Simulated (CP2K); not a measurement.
Two runs for the C K edge of silyloxirane. Run A: CP2K XAS_TDP, all-electron GAPW, PBEh(45%), aug-pc-1, TDA, no relativity. Run B differs in one setting.

First lines with a strength over 0.0015. A:

```csv
atom,energy (eV),states,"strength, one atom"
"C2 (bonded to C, O, Si and H)",283.74,1,0.0429
,284.94,1,0.0075
,285.34,1,0.0141
,285.50,1,0.0238
,285.81,1,0.0042
"C3 (bonded to C, O and 2 H)",284.44,1,0.0497
,285.23,1,0.0026
,285.47,1,0.0178
,285.79,1,0.0225
,286.25,1,0.0024
```

B:

```csv
atom,energy (eV),states,"strength, one atom"
"C2 (bonded to C, O, Si and H)",289.27,1,0.0421
,290.48,1,0.0073
,290.88,1,0.0138
,291.04,1,0.0233
,291.35,1,0.0041
"C3 (bonded to C, O and 2 H)",290.46,1,0.0486
,291.25,1,0.0025
,291.50,1,0.0174
,291.82,1,0.0220
,292.27,1,0.0023
```

**Question.** Which was it: the basis, scalar relativity switched on, the functional, GW2X switched on?

GW2X switched on. GW2X shifts an atom's lines together and keeps their spacings. Against PBEh(45%) in aug-pc-1, the leading lines move by +5.53 eV (C2, to 289.27) and +6.02 eV (C3, to 290.46).

[Banner, clock and machine lines of the logs are left out without a mark of their own.]

[Logs are printed without paths, hosts, clocks, repeated set-up lines and the standing remarks that a program may print on its own settings, such as how far it seeks lower states.]

[Hosts, paths, dates, database ids (printed as entryN), source tags and the programs' standing remarks are cut or masked in the printed files.]
